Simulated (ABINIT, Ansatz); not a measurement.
# Quasiparticle gap of CsSnI3 (Pm-3m) in ABINIT, part 2 of 2

Aim: the G0W0 gap of CsSnI3 (Pm-3m) on PBE, step by step.

ABINIT 10.8.3; PBE and many-body steps on it, plane waves. Known limits of the many-body steps: not at the basis limit; screening runs away on this mesh; no spin-orbit coupling; coarse k mesh.

So far. Step 2 (Ground state): The gap is direct, at (0.500, 0.500, 0.500). Step 3 (Bands along the symmetry lines): The gap is 0.481 eV, as in the run before at this level.

### Step 4. Empty states on the mesh, 2×2×2 mesh, 397 bands

Level of this step: DFT, PBE, plane waves, norm-conserving pseudopotentials (ABINIT).

The sums over transitions need many empty states on a uniform mesh; this step solves for them.

run.abi

```
acell 3*1.0 Angstrom
rprim 
  6.286228000000 0.000000000000 0.000000000000
  0.000000000000 6.286228000000 0.000000000000
  0.000000000000 0.000000000000 6.286228000000
ntypat 3
znucl 55 50 53
natom 5
typat 1 2 3 3 3
xred 
  0.500000000000 0.500000000000 0.500000000000
  0.000000000000 0.000000000000 0.000000000000
  0.500000000000 0.000000000000 0.000000000000
  0.000000000000 0.000000000000 0.500000000000
  0.000000000000 0.500000000000 0.000000000000
pp_dirpath "pseudos"
pseudos "Cs.upf, Sn.upf, I.upf"
ecut 38
ngkpt 2 2 2
nshiftk 1
shiftk 0 0 0
kptopt 1
chksymbreak 0
iscf -2
irdden 1
istwfk *1
nband 397
nbdbuf 36
tolwfr 1e-09
nstep 60
prtvol 0
indata_prefix "in"
outdata_prefix "out"
tmpdata_prefix "tmp"
```

Run with:

```
$ OMP_NUM_THREADS=2 mpirun -n 4 abinit run.abi > log
```

Numbers of over 12 decimals in the logs are rounded to 6 here.

Output:

```text
.Version 10.8.3 of ABINIT. v10.8.2 released Aug 2026.

 Symmetries : space group Pm -3 m (#221); Bravais cP (primitive cubic)
[... echo of the input left out ...]
== DATASET  1 ==================================================================
-   mpi_nproc: 4, omp_nthreads: 2 (-1 if OMP is not activated)

--- !DatasetInfo
iteration_state: {dtset: 1, }
dimensions: {natom: 5, nkpt: 4, mband: 397, nsppol: 1, nspinor: 1, nspden: 1, mpw: 18805, }
cutoff_energies: {ecut:  38.0, pawecutdg:  -1.0, }
electrons: {nelect:   1.06000000E+02, charge:   0.00000000E+00, occopt:   1.00000000E+00, tsmear:   1.00000000E-02, }

 Real(R)+Recip(G) space primitive vectors, cartesian coordinates (Bohr,Bohr^-1):
 R(1)= 11.8792493  0.0000000  0.0000000  G(1)=  0.0841804  0.0000000  0.0000000
 R(2)=  0.0000000 11.8792493  0.0000000  G(2)=  0.0000000  0.0841804  0.0000000
 R(3)=  0.0000000  0.0000000 11.8792493  G(3)=  0.0000000  0.0000000  0.0841804
 Unit cell volume ucvol=  1.6763588E+03 bohr^3
 Angles (23,13,12)=  9.00000000E+01  9.00000000E+01  9.00000000E+01 degrees

 getcut: wavevector=  0.0000  0.0000  0.0000  ngfft=  72  72  72
         ecut(hartree)=     38.000   => boxcut(ratio)=   2.18417

--- Pseudopotential description ------------------------------------------------
- Cs Generated using ONCVPSP code by D. R. Hamann
- 55.00000   9.00000  171031                  znucl, zion, pspdat
12 -101130 3 -1 2414                          pspcod,pspxc,lmax,lloc,mmax
     nproj     2     2     2     2
  pspatm : epsatm=   22.81663564
         --- l  ekb(1:nproj) -->
             0    6.176104    0.756334
             1    6.263084    0.786397
             2    3.737592    0.906929
[...]
pspatm: atomic psp has been read  and splines computed

- Sn Generated using ONCVPSP code by D. R. Hamann
- 50.00000  22.00000  171031                  znucl, zion, pspdat
12 -101130 2 -1 1628                          pspcod,pspxc,lmax,lloc,mmax
     nproj     2     2     2     0
  pspatm : epsatm=   27.31087254
         --- l  ekb(1:nproj) -->
[...]
pspatm: atomic psp has been read  and splines computed

- I Generated using ONCVPSP code by D. R. Hamann
- 53.00000  25.00000  220131                  znucl, zion, pspdat
12 -101130 3 -1 1188                          pspcod,pspxc,lmax,lloc,mmax
     nproj     2     2     2     2
  pspatm : epsatm=   25.72445091
         --- l  ekb(1:nproj) -->
[...]
pspatm: atomic psp has been read  and splines computed

--------------------------------------------------------------------------------

================================================================================
 prteigrs : about to open file out_EIG
 Non-SCF case, kpt    1 (  0.00000  0.00000  0.00000), residuals and eigenvalues=
  3.72E-10  5.11E-10  4.75E-10  5.70E-10  4.24E-10  4.21E-10  4.07E-10  3.43E-10
  4.49E-10  5.68E-10  5.21E-10  4.24E-10  4.42E-10  2.55E-10  3.26E-10  7.86E-10
  1.57E-10  1.75E-10  1.62E-10  1.68E-10  1.67E-10  1.46E-10  2.10E-10  1.58E-10
[...]
1.75E-06  1.34E-05  2.58E-04  5.66E-05  2.57E-04
 -6.3230E+00 -6.3230E+00 -6.3230E+00 -4.6541E+00 -4.3727E+00 -4.3727E+00
 -4.3727E+00 -4.3688E+00 -4.3688E+00 -4.3688E+00 -4.3688E+00 -4.3688E+00
 -4.3688E+00 -3.0285E+00 -3.0285E+00 -3.0285E+00 -1.5207E+00 -1.5204E+00
[...]
2.4253E+00  2.4329E+00  2.4329E+00  2.4329E+00  2.4536E+00  2.4536E+00
  2.4536E+00  2.4747E+00  2.4787E+00  2.4788E+00  2.4805E+00  2.4881E+00
  2.4976E+00
 prteigrs : prtvol=0 or 1, do not print more k-points.

--- !ResultsGS
iteration_state: {dtset: 1, }
comment   : Summary of ground state results
lattice_vectors:
- [ 11.8792493,   0.0000000,   0.0000000, ]
- [  0.0000000,  11.8792493,   0.0000000, ]
- [  0.0000000,   0.0000000,  11.8792493, ]
lattice_lengths: [  11.87925,   11.87925,   11.87925, ]
lattice_angles: [ 90.000,  90.000,  90.000, ] # degrees, (23, 13, 12)
lattice_volume:   1.6763588E+03
convergence: {deltae:  0.000E+00, res2:  0.000E+00, residm:  9.984E-10, diffor:  0.000E+00, }
etotal    :  -1.18311200E+03
entropy   :   0.00000000E+00
fermie    :   1.28351255E-01
cartesian_stress_tensor: null
pressure_GPa: null
xred      :
- [  5.0000E-01,   5.0000E-01,   5.0000E-01, Cs]
- [  0.0000E+00,   0.0000E+00,   0.0000E+00, Sn]
- [  5.0000E-01,   0.0000E+00,   0.0000E+00,  I]
- [  0.0000E+00,   0.0000E+00,   5.0000E-01,  I]
- [  0.0000E+00,   5.0000E-01,   0.0000E+00,  I]
cartesian_forces: null
force_length_stats: {min: null, max: null, mean: null, }

 Integrated electronic density in atomic spheres:
 ------------------------------------------------
 Atom  Sphere_radius  Integrated_density
[...]
================================================================================

 ----iterations are completed or convergence reached----

 Mean square residual over all n,k,spin=   40.478E-11; max=  99.840E-11
 reduced coordinates (array xred) for    5 atoms
[...]
0.000000000000      0.000000000000      0.500000000000
       0.000000000000      0.500000000000      0.000000000000

 cartesian coordinates (angstrom) at end:
    1      3.143114     3.143114     3.143114
    2      0.000000     0.000000     0.000000
    3      3.143114     0.000000     0.000000
    4      0.000000     0.000000     3.143114
    5      0.000000     3.143114     0.000000
 length scales=  1.889726125908  1.889726125908  1.889726125908 bohr
              =  1.000000000000  1.000000000000  1.000000000000 angstroms
 prteigrs : about to open file out_EIG
 Eigenvalues (hartree) for nkpt=   4  k points:
 kpt#   1, nband=397, wtk=  0.12500, kpt=  0.0000  0.0000  0.0000 (reduced coord)
[...]
2.41931    2.41931    2.41931    2.42515    2.42515    2.42515    2.42528    2.42528
   2.42528    2.43288    2.43288    2.43288    2.45357    2.45358    2.45359    2.47468
   2.47873    2.47881    2.48047    2.48808    2.49761
 prteigrs : prtvol=0 or 1, do not print more k-points.

== END DATASET(S) ==============================================================
================================================================================

 -outvars: echo values of variables after computation  --------
            nband         397
             nkpt           4
          spgroup         221
 [... the other variables as echoed above ...]

 Calculation completed.
```

Elapsed: 7 min, on 4 MPI ranks of Arm Neoverse V2, shared host; peak memory 1.1 GiB; 44 min of CPU time.

Numbers from this step:

```
gap                                                           : 0.4814 eV
k of the valence top                                          : 0.5, 0.5, 0.5
k of the conduction bottom                                    : 0.5, 0.5, 0.5
least direct gap                                              : 0.4814 eV
k points computed                                             : 4
lowest point of the top converged band, above the valence top : 58.7075 eV
```

On this mesh the gap is 0.481 eV.

### Step 5. Screening, 2×2×2 mesh, 361 bands, screening to 217.7 eV

The RPA dielectric matrix is built and inverted for each q.

This step: RPA screening on PBE, plane waves, norm-conserving pseudopotentials.

Edit run.abi of step 4 so:

```diff
@@ -23,10 +23,11 @@
 chksymbreak 0
-iscf -2
-irdden 1
 istwfk *1
-nband 397
-nbdbuf 36
-tolwfr 1e-09
-nstep 60
-prtvol 0
+occopt 1
+irdwfk 1
+optdriver 3
+nband 361
+ecuteps 8
+inclvkb 2
+awtr 1
+symchi 1
 indata_prefix "in"
```

Run with:

```
$ OMP_NUM_THREADS=1 mpirun -n 8 abinit run.abi > log
```

Output:

```text
.Version 10.8.3 of ABINIT. v10.8.2 released Aug 2026.

 Symmetries : space group Pm -3 m (#221); Bravais cP (primitive cubic)
[... echo of the input left out ...]
== DATASET  1 ==================================================================
-   mpi_nproc: 8, omp_nthreads: 1 (-1 if OMP is not activated)

--- !DatasetInfo
iteration_state: {dtset: 1, }
dimensions: {natom: 5, nkpt: 4, mband: 361, nsppol: 1, nspinor: 1, nspden: 1, mpw: 18805, }
cutoff_energies: {ecut:  38.0, pawecutdg:  -1.0, }
electrons: {nelect:   1.06000000E+02, charge:   0.00000000E+00, occopt:   1.00000000E+00, tsmear:   1.00000000E-02, }

 SCREENING: Calculation of the susceptibility and dielectric matrices

 Based on a program developped by R.W. Godby, V. Olevano, G. Onida, and L. Reining.
 Incorporated in ABINIT by V. Olevano, G.-M. Rignanese, and M. Torrent.
.Using double precision arithmetic ; gwpc =  8

[... cell and pseudopotentials left out ...]
--------------------------------------------------------------------------------

 ==== K-mesh for the wavefunctions ====
 Number of points in the irreducible wedge :     4
[... list of points left out ...]
 Together with 48 symmetry operations and time-reversal symmetry
 yields     8 points in the full Brillouin Zone.

 ==== Q-mesh for the screening function ====
 Number of points in the irreducible wedge :     4
[... list of points left out ...]
 Together with 48 symmetry operations and time-reversal symmetry
 yields     8 points in the full Brillouin Zone.

 setmesh: FFT mesh size selected  =    48x   48x   48
          total number of points  =       110592

 vcoul_init : cutoff-mode = AUXILIARY_FUNCTION
 q-points for optical limit:   1
     1)      0.000010    0.000020    0.000030

- screening: taking advantage of time-reversal symmetry
- Maximum band index for partially occupied states nbvw = 53
- Remaining bands to be divided among processors   nbcw = 308
- Number of bands treated by each node ~38

 Number of electrons calculated from density =  106.0000; Expected =  106.0000
 average of density, n =  0.063232
 r_s =    1.5571
 omega_plasma =   24.2563 [eV]

 calculating chi0 at frequencies [eV] :
  1    0.000000E+00    0.000000E+00
  2    0.000000E+00    2.425633E+01

--------------------------------------------------------------------------------
  q-point number  1        q = ( 0.000000, 0.000000, 0.000000) [r.l.u.]
--------------------------------------------------------------------------------
[... chi0 elements left out ...]
 For q-point:  0.000010 0.000020 0.000030
  dielectric constant = 108.7140
  dielectric constant without local fields = 133.7275

  Average fulfillment of the sum rule on Im[epsilon] for q-point    1 :     63.49  [%]
[... wings left out ...]
  q-point number  2        q = ( 0.500000, 0.000000, 0.000000) [r.l.u.]
--------------------------------------------------------------------------------
[... chi0 elements left out ...]
  Average fulfillment of the sum rule on Im[epsilon] for q-point    2 :     67.62  [%]

 [... 2 further q-points ...]
```

Elapsed: 9.7 min, on 8 MPI ranks; peak memory 9.1 GiB; 78 min of CPU time.

This step gave:

```yaml
eps_infinity_with_local_fields_on_this_mesh_along_the_program_s_q_direction: 108.7
the_same_without_local_fields: 133.7
plasma_frequency: 24.26 eV
plane_waves_in_the_screening_matrix: 1839
```

Local fields lower ε∞ by 19 %. The value itself is an artefact of the mesh, where one narrow direct gap carries too much weight.

### Step 6. Self-energy, 2×2×2 mesh, 361 bands, screening to 217.7 eV

The self-energy is evaluated for the states that the input lists, and the levels follow from it, in one-shot runs by the linearised quasiparticle equation.

This step: G0W0 on PBE, plane waves, norm-conserving pseudopotentials.

Edit run.abi of step 5 so:

```diff
@@ -26,8 +26,18 @@
 irdwfk 1
-optdriver 3
+optdriver 4
 nband 361
+gwcalctyp 0
+ecutsigx 38
+symsigma 1
+nkptgw 2
+kptgw 
+  0.5000000000 0.5000000000 0.5000000000
+  0.0000000000 0.0000000000 0.0000000000
+bdgw 
+  50 56
+  51 56
 ecuteps 8
-inclvkb 2
-awtr 1
-symchi 1
+irdscr 1
+ppmodel 1
+gwmem 01
 indata_prefix "in"
```

Output:

```text
.Version 10.8.3 of ABINIT. v10.8.2 released Aug 2026.

 Symmetries : space group Pm -3 m (#221); Bravais cP (primitive cubic)
[... echo of the input left out ...]
== DATASET  1 ==================================================================
-   mpi_nproc: 8, omp_nthreads: 1 (-1 if OMP is not activated)

--- !DatasetInfo
iteration_state: {dtset: 1, }
dimensions: {natom: 5, nkpt: 4, mband: 361, nsppol: 1, nspinor: 1, nspden: 1, mpw: 18805, }
cutoff_energies: {ecut:  38.0, pawecutdg:  -1.0, }
electrons: {nelect:   1.06000000E+02, charge:   0.00000000E+00, occopt:   1.00000000E+00, tsmear:   1.00000000E-02, }

 SIGMA: Calculation of the GW corrections

 Based on a program developped by R.W. Godby, V. Olevano, G. Onida, and L. Reining.
 Incorporated in ABINIT by V. Olevano, G.-M. Rignanese, and M. Torrent.
.Using double precision arithmetic ; gwpc =  8

[... cell and pseudopotentials left out ...]
--------------------------------------------------------------------------------

 ==== K-mesh for the wavefunctions ====
 Number of points in the irreducible wedge :     4
[... list of points left out ...]
 Together with 48 symmetry operations and time-reversal symmetry
 yields     8 points in the full Brillouin Zone.

 ==== Q-mesh for screening function ====
 Number of points in the irreducible wedge :     4
[... list of points left out ...]
 Together with 48 symmetry operations and time-reversal symmetry
 yields     8 points in the full Brillouin Zone.

 vcoul_init : cutoff-mode = AUXILIARY_FUNCTION
 q-points for optical limit:   1
     1)      0.000010    0.000020    0.000030
 setmesh: FFT mesh size selected  =    72x   72x   72
          total number of points  =       373248

 Number of electrons calculated from density =  106.0000; Expected =  106.0000
 average of density, n =  0.063232
 r_s =    1.5571
 omega_plasma =   24.2563 [eV]

 === KS Band Gaps ===
  >>>> For spin  1
   Minimum direct gap =   0.4813 [eV], located at k-point      :   0.5000  0.5000  0.5000
   Fundamental gap    =   0.4813 [eV], Top of valence bands at :   0.5000  0.5000  0.5000
                                       Bottom of conduction at :   0.5000  0.5000  0.5000
 SIGMA fundamental parameters:
 PLASMON POLE MODEL  1
 number of plane-waves for SigmaX                18805
 number of plane-waves for SigmaC and W           1839
 number of plane-waves for wavefunctions         18805
 number of bands                                   361
 number of independent spin polarizations            1
 number of spinorial components                      1
 number of k-points in IBZ                           4
 number of q-points in IBZ                           4
 number of symmetry operations                      48
 number of k-points in BZ                            8
 number of q-points in BZ                            8
 number of frequencies for dSigma/dE                 9
 frequency step for dSigma/dE [eV]                0.25
 number of omega for Sigma on real axis              0
 max omega for Sigma on real axis  [eV]           0.00
 zcut for avoiding poles [eV]                     0.10

 EPSILON^-1 parameters (SCR file):
 dimension of the eps^-1 matrix on file           1839
 dimension of the eps^-1 matrix used              1839
 number of plane-waves for wavefunctions         18805
 number of bands                                   361
 number of q-points in IBZ                           4
 number of frequencies                               2
 number of real frequencies                          1
 number of imag frequencies                          1

 matrix elements of self-energy operator (all in [eV])

 Perturbative Calculation

--- !SelfEnergy_ee
iteration_state: {dtset: 1, }
kpoint     : [   0.500,    0.500,    0.500, ]
spin       : 1
KS_gap     :    0.481
QP_gap     :    0.971
Delta_QP_KS:    0.490
data: !SigmaeeData |
     Band     E0 <VxcDFT>   SigX SigC(E0)      Z dSigC/dE  Sig(E)    E-E0       E
       50   1.957 -13.386 -16.194   2.089   0.780  -0.282 -13.947  -0.561   1.395
       51   1.957 -13.386 -16.194   2.089   0.780  -0.282 -13.947  -0.561   1.395
       52   1.957 -13.386 -16.194   2.089   0.780  -0.282 -13.947  -0.561   1.395
       53   3.493 -14.211 -15.453   1.034   0.788  -0.270 -14.375  -0.163   3.329
       54   3.974 -10.553  -6.743  -3.398   0.793  -0.261 -10.227   0.327   4.301
       55   3.974 -10.553  -6.743  -3.398   0.793  -0.261 -10.227   0.327   4.301
       56   3.974 -10.553  -6.743  -3.398   0.793  -0.261 -10.227   0.327   4.301

--- !SelfEnergy_ee
iteration_state: {dtset: 1, }
kpoint     : [   0.000,    0.000,    0.000, ]
spin       : 1
KS_gap     :    4.316
QP_gap     :    4.878
Delta_QP_KS:    0.561
data: !SigmaeeData |
     Band     E0 <VxcDFT>   SigX SigC(E0)      Z dSigC/dE  Sig(E)    E-E0       E
       51   1.542 -12.998 -15.828   2.090   0.779  -0.284 -13.574  -0.576   0.966
       52   1.542 -12.998 -15.828   2.090   0.779  -0.284 -13.574  -0.576   0.966
       53   1.542 -12.998 -15.828   2.090   0.779  -0.284 -13.574  -0.576   0.966
       54   5.859  -6.224  -2.837  -3.406   0.830  -0.205  -6.239  -0.015   5.843
       55   6.866  -6.273  -2.799  -3.355   0.830  -0.205  -6.174   0.099   6.965
       56   6.866  -6.273  -2.799  -3.355   0.830  -0.205  -6.174   0.099   6.965

== END DATASET(S) ==============================================================
================================================================================

 -outvars: echo values of variables after computation  --------
           etotal      0.0000000000E+00
            nband         361
             nkpt           4
          spgroup         221
 [... the other variables as echoed above ...]

 Calculation completed.
```

It took 5.4 min on 8 MPI ranks; peak memory 7.4 GiB; 43 min of CPU time.

Numbers from this step:

```
G0W0 gap on the points computed              : 0.972 eV
starting gap on the mesh                     : 0.4814 eV
k of the valence top                         : 0.5, 0.5, 0.5
k of the conduction bottom                   : 0.5, 0.5, 0.5
Z at the valence top                         : 0.788
Z at the conduction bottom                   : 0.793
least direct G0W0 gap on the computed points : 0.972 eV
```

The gap on the mesh goes from 0.48 eV to 0.97 eV, a correction of +0.49 eV.

Limits: finite bands, cutoff and mesh; no spin-orbit coupling; coarse k mesh. v1 is the top filled band, c1 the lowest empty one. The levels before and after the correction (eV, zero at the valence-band top of each column):

```
           conduction bottom  valence top
Kohn-Sham               0.48         0.00
     G0W0               0.97         0.00
```

```
                         level  energy (eV)
Kohn-Sham  (0.5 0.5 0.5) v4-v2       -1.536
Kohn-Sham     (0.5 0.5 0.5) v1        0.000
Kohn-Sham  (0.5 0.5 0.5) c1-c3        0.481
     G0W0  (0.5 0.5 0.5) v4-v2       -1.934
     G0W0     (0.5 0.5 0.5) v1        0.000
     G0W0  (0.5 0.5 0.5) c1-c3        0.972
```

### Step 7. Where the time went

Times are wall times on the hardware named with each run, good to a factor of about two.

```csv
step,time,share,memory (GiB)
ground state,3.4 min,12 %,1.4
bands along the symmetry lines,2.5 min,9 %,1.2
empty states on the mesh,7 min,25 %,1.1
screening,9.7 min,35 %,9.1
self-energy,5.4 min,19 %,7.4
```

### Step 8. Outcome

| Property | Result |
| --- | --- |
| PBE gap | 0.48 eV, direct |
| G0W0 gap on the mesh | 0.97 eV |
| GW settings | 2×2×2 mesh, 361 bands, screening to 217.7 eV, Godby-Needs plasmon pole |
| known limits | not at the basis limit; screening runs away on this mesh; no spin-orbit coupling; coarse k mesh |

**Reading.** G0W0 moves the gap on the mesh from 0.48 eV to 0.97 eV (+0.49 eV), with Z of 0.79 and 0.79 at the edges. Local fields lower the RPA ε∞ on this mesh from 133.73 to 108.71; a Γ-centred mesh this coarse tends to raise both, most where the direct gap is narrow, while a short band sum lowers them. Only 2 of the mesh's irreducible points were corrected, so a valley elsewhere could overtake. Bands and cutoff are finite, so the gap is not at the basis limit. The miss can reach some tenths of an eV and take either sign; the mesh is an error of its own. In the G0W0 run levels were corrected at 2 k points alone, so a gap called «on the mesh» is the least over those, and an edge elsewhere would be missed. The 2×2×2 mesh is coarse for this cell, which bears on the long-range parts of exchange and screening. This is the ideal cubic cell; many perovskites, halides above all, are cubic only on average, and local tilts or off-centring can widen the gap. On this mesh the RPA ε∞ passes 90, more than nearly any semiconductor shows; a coarse mesh does this where one point with a narrow direct gap carries much weight. The screening is then too strong, and the G0W0 gap should not be taken as the material's. The many-body steps are scalar-relativistic: spin-orbit coupling is not in them.

[Paths, hosts, dates, memory and timing lines, banners, echoed tables and standing remarks are left out of the program output.]

[Logs are printed without paths, hosts, clocks, repeated set-up lines and the standing remarks that a program may print on its own settings, such as how far it seeks lower states.]

[Runs of the session that timed out or met a known fault of the program may be left out.]

[Hosts, paths, dates, database ids (printed as entryN), source tags and the programs' standing remarks are cut or masked in the printed files.]

[G0W0 gaps are taken among the corrected bands and points alone; a level outside them can change the order at an edge.]

[Where Ansatz stands beside ABINIT at settings called matched, ABINIT's density can come from a denser mesh and the files from another edition; pairs whose starting gaps differed by over 0.03 eV were left out, so agreement reads better than it is.]
